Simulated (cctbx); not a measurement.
# What is wrong with this refinement?

Cell a = 4.9860 Å, b = 4.9860 Å, c = 3.7660 Å, α = 90.00°, β = 90.00°, γ = 120.00°; space group P-6m2 (no. 187). The compound is DyVCo4.

Simulated single-crystal data (cctbx): synchrotron X-rays, λ = 0.6889 Å, to d = 0.77 Å, 50 % of the full sphere, strongest reflection 40000 counts, noise from counting, a 2 % proportional error and a noise floor of 2 counts (s.d.); no absorption, and some extinction, which the refinements don't model.

An anisotropic refinement with weights 1/σ² prints:

```text
Rint 0.017, 93 unique reflections to 0.78 A
cycle     R1     wR2    GooF  max shift (A)
   1  0.1953  0.4695  30.053   0.00000
final R1 0.1953 wR2 0.4695 GooF 30.053  parameters 8  data/parameter 11.6
atom        x        y        z      Ueq    occ   su(xyz)  su(Uiso or U11)
Dy1    0.66667  0.33333  0.00000   0.0147  1.000  0.00000  0.0036
Co1    0.17083  0.34166  0.50000   0.0179  1.000  0.00653  0.0072
Co2    0.33333  0.66667  0.00000   0.0152  1.000  0.00000  0.0110
difference map: max 50.04 min -6.38 rms 3.27
Q1    0.0000  0.0000  0.0000    1   50.04  2.39 A from Co1
Q2    0.3333  0.6667  0.0000    1   40.99  0.00 A from Co2
Q3    0.6667  0.3333  0.0000    1   39.37  0.00 A from Dy1
Q4    0.1660  0.3320  0.5000    3    9.45  0.04 A from Co1
Q5    0.0000  0.0000  0.5000    1    7.45  1.48 A from Co1
Q6    0.2918  0.1459  0.5000    3    3.02  1.38 A from Co1
```

**Question.** Can this result stand? If not, what is the likely fault?

Mend it. The fault: an atom left out, V at (0, 0, 0). Against the right model at the same level, R1 goes from 0.0056 to 0.1953 and GooF from 0.84 to 30.05 and the top difference peak, 50.0 e/Å³, lies 2.39 Å from Co1. Q1 is the missing atom. With scattering power missing, scale and phases suffer, so peaks may also grow on the heavy atoms.

The compound is DyVCo4. The right model at the same level gives:

```text
Rint 0.017, 93 unique reflections to 0.78 A
cycle     R1     wR2    GooF  max shift (A)
   1  0.0105  0.0259   1.680   0.00222
   2  0.0056  0.0129   0.838   0.00000
final R1 0.0056 wR2 0.0129 GooF 0.838  parameters 10  data/parameter 9.3
atom        x        y        z      Ueq    occ   su(xyz)  su(Uiso or U11)
Dy1    0.66667  0.33333  0.00000   0.0148  1.000  0.00000  0.0001
Co1    0.17057  0.34115  0.50000   0.0181  1.000  0.00046  0.0002
Co2    0.33333  0.66667  0.00000   0.0152  1.000  0.00000  0.0005
V1     0.00000  0.00000  0.00000   0.0207  1.000  0.00000  0.0007
Flack x: 0.05(2)
Hooft y: 0.034(43)  Bijvoet pairs: 38
difference map: max 0.21 min -0.22 rms 0.05
Q1    0.6667  0.3333  0.5000    1    0.23  1.88 A from Dy1
Q2    0.0699  0.1398  0.3456    6    0.14  1.05 A from Co1
Q3    0.2640  0.5281  0.3346    6    0.14  1.02 A from Co1
Q4    0.0000  0.0000  0.3870    2    0.12  1.46 A from V1
Q5    0.3627  0.0221  0.3485   12    0.10  1.12 A from Co1
Q6    0.1566  0.0783  0.1533    6    0.10  0.89 A from V1
```

The model was made for the exercise: a known structure type with other elements put in, its volume estimated, not relaxed; displacement parameters are assumed.

[Middle refinement cycles are left out of these outputs.]

[Logs are printed without paths, hosts, clocks, repeated set-up lines and the standing remarks that a program may print on its own settings, such as how far it seeks lower states.]
